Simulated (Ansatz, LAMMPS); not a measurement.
# Electronic structure of K+ triflate in vinylene carbonate and dimethyl carbonate and a fluorinated ether (TTE) at 340 K (149 atoms), part 2 of 2

What does DFT give for K+ triflate in vinylene carbonate and dimethyl carbonate and a fluorinated ether (TTE) at 340 K (149 atoms) as built?

Ansatz 0.2.0; Kohn-Sham DFT, r2SCAN+D4, PAW (set soft_2), plane waves.

The cell: 35 F, 42 C, 28 O, 42 H, 1 S and 1 K. The network of contacts between molecules at the start is that of the classical potential that made the cell. The density was typed from a rule of thumb and may lie off the real one at this temperature. Only the Γ point is sampled, in a cell whose shortest periodic width is 13 Å.

So far. Step 3 (Plane-wave single point): About 61 of the 638 electrons lie in deeper levels, below the stored range.

## (3) Plane-wave single point (continued)

Valence density in the ac plane at fractional y = 0.085, with atoms of O and C and F and H and K within 0.2 Å of it. It is the smooth field of the valence electrons, not physical close to the nuclei.

Values in units of 1e0 e/Å³, 13 rows by 16 columns, each cell a mean:
```
0.0 0.2 1.3 1.0 0.1 0.0 0.0 0.0 0.1 0.1 0.0 0.1 0.9 1.3 0.3 0.0
0.0 0.2 1.0 0.8 0.2 0.0 0.0 0.1 0.2 0.2 0.0 0.0 0.1 0.1 0.0 0.0
0.0 0.2 0.4 0.3 0.3 0.0 0.1 0.3 1.0 0.4 0.1 0.0 0.1 0.0 0.0 0.0
0.1 1.0 0.9 4.0 4.6 0.1 0.1 0.3 0.9 0.3 0.1 1.3 2.6 0.3 0.1 0.0
0.1 0.1 0.1 0.5 0.6 0.1 0.4 0.6 0.7 0.3 0.1 1.3 2.9 0.9 2.3 1.4
0.1 0.0 0.0 0.0 0.0 0.0 0.2 0.4 3.7 2.7 0.1 0.1 0.6 0.7 2.6 1.6
0.3 0.0 0.0 0.0 0.0 0.3 4.3 1.7 1.7 0.6 0.0 0.2 0.8 0.2 0.2 0.7
1.8 0.1 0.0 0.0 0.0 0.1 1.7 0.8 1.2 0.7 0.3 0.1 0.1 0.0 0.6 3.4
0.4 0.1 0.1 0.0 0.0 0.0 0.0 0.2 0.6 0.5 0.4 0.0 0.0 0.0 0.1 0.7
0.0 0.2 0.8 0.2 0.1 0.0 0.0 0.3 0.7 0.1 0.0 0.0 0.2 0.7 0.2 0.0
0.0 0.0 0.1 0.1 0.2 0.1 0.0 0.0 0.0 0.0 0.0 0.0 0.3 1.2 0.3 0.0
0.0 0.1 0.5 0.3 0.0 0.0 0.0 0.0 0.0 0.0 0.0 0.0 0.7 1.3 0.2 0.0
0.0 0.4 4.4 2.1 0.1 0.0 0.0 0.0 0.0 0.0 0.0 0.1 0.7 0.9 0.2 0.0
```
Columns run along a (12.7 Å), rows up along c (12.7 Å). Atoms in or near the plane, at fractional coordinates: O at (0.17, 0.03), C at (0.17, 0.92), F at (0.24, 0.72), H at (0.09, 0.72), C at (0.51, 0.47), O at (0.55, 0.57), O at (0.76, 0.69), O at (0.92, 0.61), K at (0.97, 0.41).

Electrostatic potential energy in the ac plane at fractional y = 0.085, with atoms of O and C and F and H and K within 0.2 Å of it. With pseudopotentials it is smooth inside the atoms' cores, unlike the true potential.

Ten even steps from '0' (-41 eV) to '9' (6 eV), each cell a mean:
```
999984258999999999999999999621479999
999860006899999999999999999877789999
999873137899999999999999999999999999
999888788999999999888999999999999999
999888889999999988667899999999999999
998766664489999987325899999999999999
996136630038999987667899984248999999
998888873369998887788999971005889999
999999999999997786678999996333463249
999999999999999988411599999742340017
999999999999999998200499999876786579
999999999999985565324899999778999998
578999999999940010005899999999998743
058999999999984453136789999999997300
158999999999999988765677899999997400
689999999999999999876777899999998865
999999999999999998778999999999999998
999987899999999999889999999999899999
999998999888999999999999999996579999
999999999888999999999999999987679999
999999999999999999999999999863158999
999998789999999999999999999863368999
999961038999999999999999999876788999
999950028999999999999999999732589999
```
Columns run along a (12.7 Å; values clipped at the 3rd and 97th percentile), rows up along c (12.7 Å). Atoms in or near the plane, at fractional coordinates: O at (0.17, 0.03), C at (0.17, 0.92), F at (0.24, 0.72), H at (0.09, 0.72), C at (0.51, 0.47), O at (0.55, 0.57), O at (0.76, 0.69), O at (0.92, 0.61), K at (0.97, 0.41).

Mean Löwdin charges: C +0.34, F -0.25, H +0.22, K +0.85, O -0.37, S +2.34 e (they miss 1.2 % of the electrons, so they add up to more than the cell's charge). The largest share in the top eV of filled states is O p (65 % of the projected weight), and in the lowest eV of empty states C p (57 % of the projected weight).

## (4) Distances and neighbours

These statistics describe the geometry on which the runs were made.

Density 1.39 g/cm³, 13.89 Å³ an atom.

Pair distribution functions g(r), in bins of 0.2 Å:

```
r (Å)  total   C-C    C-H    C-F    C-O   C-K   C-S
 1.00   1.90  0.00  11.90   0.00   0.00  0.00  0.00
 1.20   1.20  1.15   4.79   0.00   3.30  0.00  0.00
 1.40   2.98  1.92   0.00  10.47  12.65  0.00  0.00
 1.60   0.45  3.89   0.00   0.00   0.30  0.00  0.00
 1.80   0.46  0.00   0.00   0.00   0.00  0.00  5.60
 2.00   0.88  0.89   0.66   0.00   0.00  0.00  0.00
 2.20   1.38  1.73   1.77   0.32   1.15  0.00  0.00
 2.40   1.14  1.14   0.23   3.62   0.36  0.00  0.00
 2.60   1.01  0.28   1.17   0.33   1.46  0.00  0.00
 2.80   0.78  0.00   0.41   0.43   0.09  0.00  0.00
 3.00   0.68  0.00   0.52   0.63   0.39  0.00  0.00
 3.20   0.80  0.10   1.01   0.71   0.81  0.00  0.00
 3.40   0.66  0.00   0.61   0.64   1.27  0.00  0.00
 3.60   0.80  0.29   0.90   1.25   0.85  0.00  0.00
 3.80   0.88  0.71   0.97   0.73   0.67  2.72  1.42
 4.00   0.98  0.89   1.14   1.01   0.75  1.21  1.21
 4.20   0.98  0.90   0.97   0.64   0.60  2.25  2.25
 4.40   0.95  1.49   1.01   0.72   0.76  2.02  1.02
 4.60   1.08  1.59   1.25   1.09   0.99  0.00  2.85
 4.80   1.10  1.18   1.18   0.97   1.06  0.86  1.70
 5.00   1.09  1.23   1.33   1.07   1.26  0.81  0.00
 5.20   1.09  1.17   1.09   1.25   1.25  1.43  0.70
 5.40   1.09  1.50   1.09   1.07   0.92  0.67  1.35
 5.60   1.06  0.98   0.99   1.09   1.12  0.00  1.25
 5.80   1.02  1.03   0.93   1.08   1.21  2.90  0.59
 6.00   0.99  0.91   1.02   1.12   0.80  1.65  0.53
 6.20   1.00  1.29   0.84   1.08   1.09  1.02  0.50
```

Bonds by pair of elements; cutoffs follow the first minimum of g(r), held within bounds set by covalent radii, and pairs that aren't listed don't count as bonded:

```
pair A-B  cutoff (Å)  bonds  mean length (Å)  spread (Å)  shortest (Å)  B about A  A about B
     C-C        1.82     16             1.48       0.111          1.25      0.762      0.762
     C-H        1.34     42             1.09       0.026          1.03          1          1
     C-F        1.62     35             1.36       0.022          1.32      0.833          1
     C-O        1.73     43             1.37       0.075          1.20       1.02       1.54
     C-S        2.21      1             1.86           0          1.86      0.024          1
     F-K        3.04      2             2.79       0.238          2.55      0.057          2
     O-K        3.15      4             2.78        0.26          2.52      0.143          4
     O-S        1.88      3             1.46        0.03          1.43      0.107          3
```

How many atoms have how many bonded neighbours:

```
element  mean   1   2   3   4  6
      C  3.64   0   0  15  27  0
      F  1.06  33   2   0   0  0
      H     1  42   0   0   0  0
      K     6   0   0   0   0  1
      O  1.79   6  22   0   0  0
      S     4   0   0   0   1  0
```

Bond angles (no mean is given where the spread exceeds 20°):

```
angle  count  mean (°)  spread (°)
C-C-F     40       110         2.8
H-C-O     34       113         5.3
C-C-H     24       116         9.3
H-C-H     22       108           5
O-C-O     21       120         6.9
```

Bond length by coordination (bonds to H left out):

```
element  coordination  atoms  mean bond length (Å)
      C             3     15                  1.33
      C             4     27                  1.44
      F             1     33                  1.37
      F             2      2                  2.07
      O             1      6                  1.26
      O             2     22                  1.52
```

Rings of the network by King's shortest-path rule, up to 12 atoms, one path for each pair of neighbours; H, halogens, alkali and alkaline-earth atoms are left out, and the last column divides by all other atoms, bonded or not:

```
ring size (atoms)  rings  per network atom
                5      4             0.056
```

By these cutoffs 64 % of C atoms have 4, 94 % of F atoms have 1, all H atoms have 1 and all K atoms have 6 bonded neighbours. The C-C-F angle averages 110° with a spread of 3°. All rings counted have 5 atoms.

A closer look about C134, which bears the longest force: 8 atoms, nearest first, numbered in the order of the input, with positions taken from that point.

```
atom      x      y      z  distance (Å)  bonds  Löwdin charge (e)     Fx     Fy  Fz (eV/Å)
C134   0.00   0.00   0.00          0.00      3               0.75   1.89   0.27       7.70
O133   0.00  -0.14   1.22          1.23      2              -0.42   0.01  -0.64      -2.15
O138   0.52  -0.95  -0.87          1.39      2              -0.23  -2.27   2.65       0.83
O135  -0.37   1.28  -0.45          1.41      2              -0.20   0.55  -3.76      -1.36
C136  -0.39   0.89  -1.75          2.00      3               0.07  -1.04   2.85      -3.58
C137   0.04  -0.31  -2.01          2.03      3               0.02   1.55  -1.77      -3.46
H139  -0.69   1.59  -2.54          3.07      1               0.26  -0.06  -0.11       0.63
H140   0.28  -0.78  -3.01          3.12      1               0.22  -0.61   0.69       1.47
```

The column of bonds counts only the pairs C-C within 1.82 Å, C-H within 1.34 Å, C-F within 1.62 Å, C-O within 1.73 Å, C-S within 2.21 Å, F-K within 3.04 Å, O-K within 3.15 Å, O-S within 1.88 Å; other neighbours, such as metal atoms beside each other in a compound, aren't counted, and periodic images can show an atom twice.

## (5) Results

```
free energy per atom                             : -388.6322 eV/atom
pressure                                         : -0.56 GPa
r.m.s. force component                           : 1.297 eV/Å
gap (highest filled to lowest empty level) : 4.221 eV
wall time of the 1 DFT run                       : 54 s
```

What this shows: Between filled and empty levels lie 4.22 eV (at Γ alone); a semilocal functional tends to put such gaps too low. In a disordered cell it changes from sample to sample and from frame to frame. With the cutoffs above, 64 % of C atoms have 4, 94 % of F atoms have 1, all H atoms have 1 and all K atoms have 6 bonded neighbours.

**Limits.** The force components of 1.3 eV/Å r.m.s. come partly from thermal motion and partly from the difference between the classical potential and DFT, above all in bond lengths inside molecules. The pressure of a single frame lacks the kinetic term.

[Logs are printed without paths, hosts, clocks, repeated set-up lines and the standing remarks that a program may print on its own settings, such as how far it seeks lower states.]

[Hosts, paths, dates, database ids (printed as entryN), source tags and the programs' standing remarks are cut or masked in the printed files.]
